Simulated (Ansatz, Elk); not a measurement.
# How far do independent atoms describe ZnPIrO?

The structure of ZnPIrO used here is made up (a known structure type with other elements) and was relaxed beforehand with PBE. The aim is the Fourier transform of its all-electron density, F(hkl), set beside the sum over free spherical atoms that refinements use.

Method: DFT, PBE, all-electron APW+lo, Dirac cores, scalar-relativistic bands, static density, no spin, in Elk 11.2.3 (patched build).

The structure was built from a prototype and need not be the compound's stable phase.

### Step 1. The starting structure

Symmetry: R-3m, No. 166, trigonal system. Conventional cell: a = 3.834 Å, b = 3.834 Å, c = 25.234 Å, α = 90.00°, β = 90.00°, γ = 120.00°. Nearest to Ir lie 4 O at 2.11 to 2.36 Å and 3 P at 2.35 Å. Nearest to Zn lie 4 P at 2.54 to 2.67 Å and 3 Zn at 2.63 Å. Nearest to P lie 3 Ir at 2.35 Å and 4 Zn at 2.54 to 2.67 Å. O has 4 Ir at 2.11 to 2.36 Å nearest. Farther neighbours and most contacts between anions are not listed.

### Step 2. Ground state and structure factors

An all-electron density is needed, since X-rays see the cores too. Task 0 finds the density and task 195 Fourier-transforms it; tshift is off so that phases refer to the origin typed.

elk.in reads:

```
tasks
  0
  195

xctype
  20

spinpol
  .false.

rgkmax
  7.0

gmaxvr
  14.0

lmaxo
  7

lmaxapw
  8

swidth
  0.002

tshift
  .false.

ramdisk
  .false.

hmaxvr
  5.5

maxscl
  120

epspot
  1e-06

sppath
  './'

avec
  3.62280315725 2.09162637806 15.89524361517
  -3.62280315725 2.09162637806 15.89524361517
  -0.00000000000 -4.18325275612 15.89524361517

atoms
  4
  'Ir.in'
  2
  0.3912437911 0.3912437911 0.3912437911   0.000000 0.000000 0.000000
  0.6087562089 0.6087562089 0.6087562089   0.000000 0.000000 0.000000
  'Zn.in'
  2
  0.8050319194 0.8050319194 0.8050319194   0.000000 0.000000 0.000000
  0.1949680806 0.1949680806 0.1949680806   0.000000 0.000000 0.000000
  'P.in'
  2
  0.9107323666 0.9107323666 0.9107323666   0.000000 0.000000 0.000000
  0.0892676334 0.0892676334 0.0892676334   0.000000 0.000000 0.000000
  'O.in'
  2
  0.3077563243 0.3077563243 0.3077563243   0.000000 0.000000 0.000000
  0.6922436757 0.6922436757 0.6922436757   0.000000 0.000000 0.000000

ngridk
  7 7 7
```

Command:

```console
$ OMP_NUM_THREADS=4 elk
```

Numbers of over 12 decimals in the logs are rounded to 6 here.

The program printed:

```text
┌─────────────────────────┐
│ Elk code version 11.2.3 │
└─────────────────────────┘

All units are atomic (Hartree, Bohr, etc.)

┌─────────────────────────────────────────────────┐
│ Ground-state run starting from atomic densities │
└─────────────────────────────────────────────────┘

Lattice vectors :
   3.622803157       2.091626378       15.89524362
  -3.622803157       2.091626378       15.89524362
  -0.000000000      -4.183252756       15.89524362

Reciprocal lattice vectors :
  0.8671717776      0.5006618592      0.1317623783
 -0.8671717776      0.5006618592      0.1317623783
  0.1628378901E-16  -1.001323718      0.1317623783

Unit cell volume      :    722.6820812
Brillouin zone volume :   0.3432355941

Muffin-tin inner radius fraction :   0.1000000000E-01

Nuclei treated as point charges

Species : 1 (Ir)
 parameters loaded from : Ir.in
 name : iridium
 nuclear charge    :   -77.00000000
 electronic charge :    77.00000000
 atomic mass :    350390.1562
 muffin-tin radius :    2.288464488
 number of radial points in muffin-tin :   1393
 inner part over the whole radius :   0.9955430548E-02
 number on inner part of muffin-tin    :    995
 approximate nuclear radius :   0.1024342351E-03
 number of mesh points to nuclear radius :    528
 atomic positions (lattice), magnetic fields (Cartesian) :
  1 :   0.39124379  0.39124379  0.39124379    0.00000000  0.00000000  0.00000000
  2 :  -0.39124379 -0.39124379 -0.39124379    0.00000000  0.00000000  0.00000000

Species : 2 (Zn)
 parameters loaded from : Zn.in
 name : zinc
 nuclear charge    :   -30.00000000
 electronic charge :    30.00000000
 atomic mass :    119233.3130
 muffin-tin radius :    2.400000000
 number of radial points in muffin-tin :    993
 inner part over the whole radius :   0.9843840322E-02
 number on inner part of muffin-tin    :    701
 approximate nuclear radius :   0.7484757725E-04
 number of mesh points to nuclear radius :    337
 atomic positions (lattice), magnetic fields (Cartesian) :
  1 :  -0.19496808 -0.19496808 -0.19496808    0.00000000  0.00000000  0.00000000
  2 :   0.19496808  0.19496808  0.19496808    0.00000000  0.00000000  0.00000000

Species : 3 (P)
 parameters loaded from : P.in
 name : phosphorus
 nuclear charge    :   -15.00000000
 electronic charge :    15.00000000
 atomic mass :    56461.71230
 muffin-tin radius :    2.104000517
 number of radial points in muffin-tin :    793
 inner part over the whole radius :   0.9930042884E-02
 number on inner part of muffin-tin    :    553
 approximate nuclear radius :   0.6081821256E-04
 number of mesh points to nuclear radius :    249
 atomic positions (lattice), magnetic fields (Cartesian) :
  1 :  -0.08926763 -0.08926763 -0.08926763    0.00000000  0.00000000  0.00000000
  2 :   0.08926763  0.08926763  0.08926763    0.00000000  0.00000000  0.00000000

Species : 4 (O)
 parameters loaded from : O.in
 name : oxygen
 nuclear charge    :   -8.000000000
 electronic charge :    8.000000000
 atomic mass :    29165.12205
 muffin-tin radius :    1.538280341
 number of radial points in muffin-tin :    593
 inner part over the whole radius :   0.9956458125E-02
 number on inner part of muffin-tin    :    406
 approximate nuclear radius :   0.5115538663E-04
 number of mesh points to nuclear radius :    175
 atomic positions (lattice), magnetic fields (Cartesian) :
  1 :   0.30775632  0.30775632  0.30775632    0.00000000  0.00000000  0.00000000
  2 :  -0.30775632 -0.30775632 -0.30775632    0.00000000  0.00000000  0.00000000

Total number of atoms per unit cell :    8
Total muffin-tin volume :    324.7394659
 ratio of muffin-tin to unit cell volume :   0.4493531449

Spin treatment :
 spin-unpolarised

Number of Bravais lattice symmetries :   12
Number of crystal symmetries         :   12
Crystal has inversion symmetry
Real symmetric eigensolver will be used

k-point grid :      7     7     7
k-point offset :    0.000000000       0.000000000       0.000000000
k-point set is reduced with full crystal symmetry group
[...]
Density of states at Fermi energy :    99.28261754
 (states/Hartree/unit cell)

Estimated indirect band gap :   0.1827556056E-02
 from k-point 11 to k-point 29
Estimated direct band gap   :   0.1042627220E-01
 at k-point 32

Charges :
 core                        :    144.0000000
 valence                     :    116.0000000
 interstitial                :    12.98751739
 muffin-tins (core leakage)
  species : 1 (Ir)
[...]
species : 2 (Zn)
[...]
species : 3 (P)
[...]
species : 4 (O)
[...]
total in muffin-tins        :    247.0124826
 total calculated charge     :    259.9909026
 total charge                :    260.0000000
 error                       :   0.9097438717E-02

RMS change in Kohn-Sham potential (target) :   0.6956702816     (  0.1000000000E-05)
Absolute change in total energy (target)   :   0.9316708976E-01 (  0.1000000000E-03)

[... loops 3 to 19 left out ...]

┌──────────────────┐
│ Loop number : 20 │
└──────────────────┘

Energies :
 Fermi                       :     0.330984
 sum of occupied eigenvalues :     -24433.547612306
 electron kinetic            :      45203.452911948
 core electron kinetic       :      43193.651094164
 Coulomb                     :     -84441.336255909
 Coulomb potential           :     -68454.832371936
 nuclear-nuclear             :     -3587.2236284994
 electron-nuclear            :     -93324.985427381
 Hartree                     :      12470.872799971
 Madelung                    :     -50213.920069941
 xc potential                :     -1182.1681523184
 exchange                    :     -891.00395101221
 correlation                 :     -14.145056635183
 electron entropic           :    -0.98431363717598E-03
 total energy                :     -40143.033335922

Density of states at Fermi energy :    74.71754887
 (states/Hartree/unit cell)

Estimated indirect band gap :   0.1322220264E-02
 from k-point 28 to k-point 27
Estimated direct band gap   :   0.2403454650E-02
 at k-point 28

Charges :
 core                        :    144.0000000
 valence                     :    116.0000000
 interstitial                :    12.98188714
 muffin-tins (core leakage)
  species : 1 (Ir)
[...]
species : 2 (Zn)
[...]
species : 3 (P)
[...]
species : 4 (O)
[...]
total in muffin-tins        :    247.0181129
 total calculated charge     :    259.9913677
 total charge                :    260.0000000
 error                       :   0.8632330590E-02

RMS change in Kohn-Sham potential (target) :   0.1936864420E-06 (  0.1000000000E-05)
Absolute change in total energy (target)   :   0.4207904567E-05 (  0.1000000000E-03)

Convergence targets achieved

┌──────────────────┐
│ Loop number : 21 │
└──────────────────┘

Energies :
 Fermi                       :     0.330984
 sum of occupied eigenvalues :     -24433.547598137
 electron kinetic            :      45203.452910071
 core electron kinetic       :      43193.651094650
 Coulomb                     :     -84441.336247788
 Coulomb potential           :     -68454.832384807
 nuclear-nuclear             :     -3587.2236284994
 electron-nuclear            :     -93324.985397753
 Hartree                     :      12470.872778464
 Madelung                    :     -50213.920055384
 xc potential                :     -1182.1681234013
 exchange                    :     -891.00395078391
 correlation                 :     -14.145056628745
 electron entropic           :    -0.98431355714784E-03
 total energy                :     -40143.033329443

Density of states at Fermi energy :    74.71754094
 (states/Hartree/unit cell)

Estimated indirect band gap :   0.1322227694E-02
 from k-point 28 to k-point 27
Estimated direct band gap   :   0.2403460517E-02
 at k-point 28

Charges :
 core                        :    144.0000000
 valence                     :    116.0000000
 interstitial                :    12.98188716
 muffin-tins (core leakage)
  species : 1 (Ir)
[...]
species : 2 (Zn)
[...]
species : 3 (P)
[...]
atom 2                    :    13.13869838     (  0.5438685143E-03)
  species : 4 (O)
   atom 1                    :    6.809913363     ( -0.3488838463E-07)
   atom 2                    :    6.809913363     ( -0.3488838463E-07)
 total in muffin-tins        :    247.0181128
 total calculated charge     :    259.9913677
 total charge                :    260.0000000
 error                       :   0.8632330445E-02

┌──────────────────────────────┐
│ Self-consistent loop stopped │
└──────────────────────────────┘

Warning : core states of species 1 leak from the muffin-tin :   0.3153083172E-02

Warning : core states of species 3 leak from the muffin-tin :   0.5438685143E-03

Wrote STATE.OUT
```

Elapsed: 2.6 min, on 4 threads of Intel Xeon 6975P-C (Granite Rapids), shared host; peak memory 0.52 GiB; 8.4 min of CPU time.

SFACRHO.OUT:

```text

h k l indices transformed by vhmat matrix:
   1.000000000       0.000000000       0.000000000    
   0.000000000       1.000000000       0.000000000    
   0.000000000       0.000000000       1.000000000    

      h      k      l  multipl.   |H|            Re(F)            Im(F)           |F|

      0      0      0      1   0.0000000       260.00000      0.19255158E-15   260.00000    
     -1     -1     -1      2  0.39528713       29.910286      0.10969469E-13   29.910286    
     -2     -2     -2      2  0.79057427      -72.756089      0.11282882E-13   72.756089    
      1      0      0      6   1.0099557      -74.354407      0.62682679E-15   74.354407    
     -1     -1      0      6   1.0354200      -11.570984     -0.47012009E-14   11.570984    
     -1     -2     -1      6   1.1315610      -126.96919      0.25073071E-14   126.96919    
     -3     -3     -3      2   1.1858614      -122.36923      0.31341339E-14   122.36923    
     -1     -2     -2      6   1.1986168       145.14285     -0.15984083E-13   145.14285    
      2      2      3      6   1.3613795      -48.645525     -0.20685284E-13   48.645525    
      3      2      3      6   1.4538824       28.397634      0.22565764E-13   28.397634    
     -4     -4     -4      2   1.5811485      -52.513743     -0.20058457E-13   52.513743    
     -3     -3     -4      6   1.6549265       170.33231      0.26953552E-13   170.33231    
     -1      1      0      6   1.7343436       192.23083      0.19390904E-14   192.23083    
      4      3      4      6   1.7616383      -2.1065116      0.25386485E-13   2.1065116    
     -2     -1      0     12   1.7788197       24.082356      0.65816813E-14   24.082356    
      1      2      3     12   1.9060313      -58.992774     -0.10029229E-13   58.992774    
     -5     -5     -5      2   1.9764357       100.07375     -0.35729127E-13   100.07375    
     -4     -5     -4      6   1.9841152       76.409625      0.28243933E-13   76.409625
```

Elk indexes on the primitive cell of elk.in and gives |H| = 4π sin θ/λ in inverse bohr. Below, one row stands for each form hkl of the conventional cell (m members, Friedel mates merged), F is for one primitive cell and the density is static (no thermal factor). Free-atom factors are Waasmaier and Kirfel's, and R is Σm||F|−|F'||/Σm|F|.

```
   hkl   m  sin θ/λ (Å⁻¹)  abs F, DFT  neutral atoms   diff.
   003   2          0.059      29.910         29.758  +0.152
   006   2          0.119      72.756         72.419  +0.337
   101   6          0.152      74.354         74.269  +0.086
   012   6          0.156      11.571         11.655  -0.084
   104   6          0.170     126.969        126.819  +0.150
   009   2          0.178     122.369        122.464  -0.095
   015   6          0.180     145.143        145.865  -0.722
   107   6          0.205      48.645         49.221  -0.575
   018   6          0.219      28.398         28.631  -0.233
0 0 12   2          0.238      52.514         53.008  -0.494
1 0 10   6          0.249     170.332        170.752  -0.420
   110   6          0.261     192.231        192.970  -0.739
0 1 11   6          0.265       2.107          1.720  +0.386
   113  12          0.268      24.082         23.786  +0.296
   116  12          0.287      58.993         59.278  -0.285
0 0 15   2          0.297     100.074        100.392  -0.318
1 0 13   6          0.298      76.410         76.033  +0.377
   021   6          0.302      63.869         63.757  +0.112
   202   6          0.304       7.272          7.037  +0.235
   024   6          0.311     106.233        106.608  -0.375
0 1 14   6          0.316     119.881        120.186  -0.305
   119  12          0.316     104.553        104.641  -0.088
```

### Step 3. The highest occupied states alone

An energy window below the Fermi level keeps the highest occupied states, to see at which angles they scatter; shallow core shells can lie inside it and anion s states outside. No new self-consistency is needed.

elk.in, as its differences from that of step 2:

```diff
@@ -1,3 +1,2 @@
 tasks
-  0
   195
@@ -40,2 +39,5 @@
 
+wsfac
+  -0.110010 0.630980
+
 sppath
```

Command:

```console
$ OMP_NUM_THREADS=4 elk
```

The program printed:

```text
┌─────────────────────────────────┐
│ Elk code version 11.2.3 started │
└─────────────────────────────────┘

Info(readinput): the functional depends on the density's gradient
 muffin-tin radial points multiplied by    2.00000
 (not where nrmtscf is given)

┌────────────────────┐
│ Current task : 195 │
└────────────────────┘
Info(checkmt): changed muffin-tin radius of species 1 (Ir) from   2.8000 to   2.2885
Info(checkmt): changed muffin-tin radius of species 3 (P) from   2.2000 to   2.1040
Info(checkmt): changed muffin-tin radius of species 4 (O) from   1.8000 to   1.5383

Info(sfacrho): density structure factors written to SFACRHO.OUT

 Energy window :  -0.1100100000      0.6309800000

┌──────────────────┐
│ Elk code stopped │
└──────────────────┘
```

The job ended after 19 s (4 threads; peak memory 0.27 GiB; 28 s of CPU time).

States within 12 eV below the Fermi level hold 57.71 electrons; any levels below the window count with the cores, and a count that is not whole means the window cuts a band. Their amplitudes can exceed the total, where window and core parts have opposite phase:

```
   hkl  sin θ/λ (Å⁻¹)  abs F, window  abs F, all
   003          0.059          5.817      29.910
   006          0.119          2.147      72.756
   101          0.152          0.148      74.354
   012          0.156         14.783      11.571
   104          0.170          4.477     126.969
   009          0.178          4.878     122.369
   015          0.180         14.413     145.143
   107          0.205          8.021      48.645
   018          0.219         15.327      28.398
0 0 12          0.238          8.850      52.514
```

### Step 4. Another functional

The difference from free atoms is small, so it is set against the change that LDA (Perdew-Wang) makes.

elk.in, as its differences from that of step 3:

```diff
@@ -1,2 +1,3 @@
 tasks
+  0
   195
@@ -4,3 +5,3 @@
 xctype
-  20
+  3
 
@@ -39,5 +40,2 @@
 
-wsfac
-  -0.110010 0.630980
-
 sppath
```

Command:

```console
$ OMP_NUM_THREADS=4 elk
```

The program printed:

```text
┌─────────────────────────┐
│ Elk code version 11.2.3 │
└─────────────────────────┘

All units are atomic (Hartree, Bohr, etc.)

┌─────────────────────────────────────────────────┐
│ Ground-state run starting from atomic densities │
└─────────────────────────────────────────────────┘

Lattice vectors :
   3.622803157       2.091626378       15.89524362
  -3.622803157       2.091626378       15.89524362
  -0.000000000      -4.183252756       15.89524362

Reciprocal lattice vectors :
  0.8671717776      0.5006618592      0.1317623783
[...]
species : 4 (O)
   atom 1                    :    6.781585703     ( -0.4081351706E-05)
   atom 2                    :    6.781585703     ( -0.4081351706E-05)
 total in muffin-tins        :    247.0174523
 total calculated charge     :    259.9914035
 total charge                :    260.0000000
 error                       :   0.8596496183E-02

┌──────────────────────────────┐
│ Self-consistent loop stopped │
└──────────────────────────────┘

Warning : core states of species 1 leak from the muffin-tin :   0.3153102465E-02

Warning : core states of species 3 leak from the muffin-tin :   0.5479716011E-03

Wrote STATE.OUT
[key lines of the parts left out:]
total energy                :     -40114.532229849
```

Run time: 1.7 min. Hardware: 4 threads; peak memory 0.33 GiB.

Against the first run R = 0.03 %; the largest change is -0.061 at 0 2 10.

### Step 5. Basis size

A smaller basis shows how fast F responds to it; the change is likely larger than the basis error of the first run, but doesn't show convergence.

elk.in, as its differences from that of step 4:

```diff
@@ -5,3 +5,3 @@
 xctype
-  3
+  20
 
@@ -11,3 +11,3 @@
 rgkmax
-  7.0
+  5.5
```

Command:

```console
$ OMP_NUM_THREADS=4 elk
```

The program printed:

```text
┌─────────────────────────┐
│ Elk code version 11.2.3 │
└─────────────────────────┘

All units are atomic (Hartree, Bohr, etc.)

┌─────────────────────────────────────────────────┐
│ Ground-state run starting from atomic densities │
└─────────────────────────────────────────────────┘

Lattice vectors :
   3.622803157       2.091626378       15.89524362
  -3.622803157       2.091626378       15.89524362
  -0.000000000      -4.183252756       15.89524362

Reciprocal lattice vectors :
  0.8671717776      0.5006618592      0.1317623783
[...]
species : 4 (O)
   atom 1                    :    6.698224607     ( -0.3647313962E-07)
   atom 2                    :    6.698224607     ( -0.3647313962E-07)
 total in muffin-tins        :    246.5632765
 total calculated charge     :    259.9915951
 total charge                :    260.0000000
 error                       :   0.8404894178E-02

┌──────────────────────────────┐
│ Self-consistent loop stopped │
└──────────────────────────────┘

Warning : core states of species 1 leak from the muffin-tin :   0.3131238049E-02

Warning : core states of species 3 leak from the muffin-tin :   0.5424227984E-03

Wrote STATE.OUT
[key lines of the parts left out:]
total energy                :     -40142.633609034
```

Elapsed: 1.8 min, on 4 threads; peak memory 0.43 GiB.

Against the first run R = 0.06 %; the largest change is -0.184 at 110.

### Step 6. Settings against the effect

```
              run  R against the first run (%)  R against neutral atoms, low angle (%)  wall time
    PBE, rgkmax 7                         0.00                                    0.46    2.6 min
LDA (Perdew-Wang)                         0.03                                    0.45    1.7 min
       rgkmax 5.5                         0.06                                    0.42    1.8 min
```

### Step 7. Summary of results

```json
{
  "R against neutral atoms, sin θ/λ < 0.3 Å⁻¹": "0.46 %",
  "R against neutral atoms, 0.3 to 0.70 Å⁻¹": "0.18 %"
}
```

Independent neutral atoms miss the calculated amplitudes by R = 0.46 % below 0.3 Å⁻¹ and 0.18 % from there to 0.70 Å⁻¹; by shells, 0.48 % below 0.15 Å⁻¹ (2 forms), 0.46 % 0.15 to 0.3 (15 forms), 0.20 % 0.3 to 0.45 (29 forms), 0.17 % above 0.45 (103 forms). Bonding, aspherical density and the tables' own atoms all enter these figures, and the runs don't part them. The largest change of an amplitude is -0.74 electrons, at 110. Weak lines can change much in proportion: 0 1 11 goes from 1.72 to 2.11. The window's part falls from 57.7 electrons at the origin to at most 6.89 between 0.45 and 0.70 Å⁻¹, where compact states inside the window still scatter. Below 0.3 Å⁻¹ the changes that finished (LDA (Perdew-Wang) and rgkmax 5.5) move F by R = 0.11 % at most, against the 0.46 % that separates it from free atoms. The k-mesh has no finished test. These runs have no spin, though d or f shells may be open. Spin-orbit coupling is left out, which can matter for elements this heavy. Part of the difference isn't bonding: the tables are fits to free atoms and ions calculated by other methods than this functional. Thermal motion, anomalous dispersion and extinction are left out.

[Logs are printed without paths, hosts, clocks, repeated set-up lines and the standing remarks that a program may print on its own settings, such as how far it seeks lower states.]

[Hosts, paths, dates, database ids (printed as entryN), source tags and the programs' standing remarks are cut or masked in the printed files.]
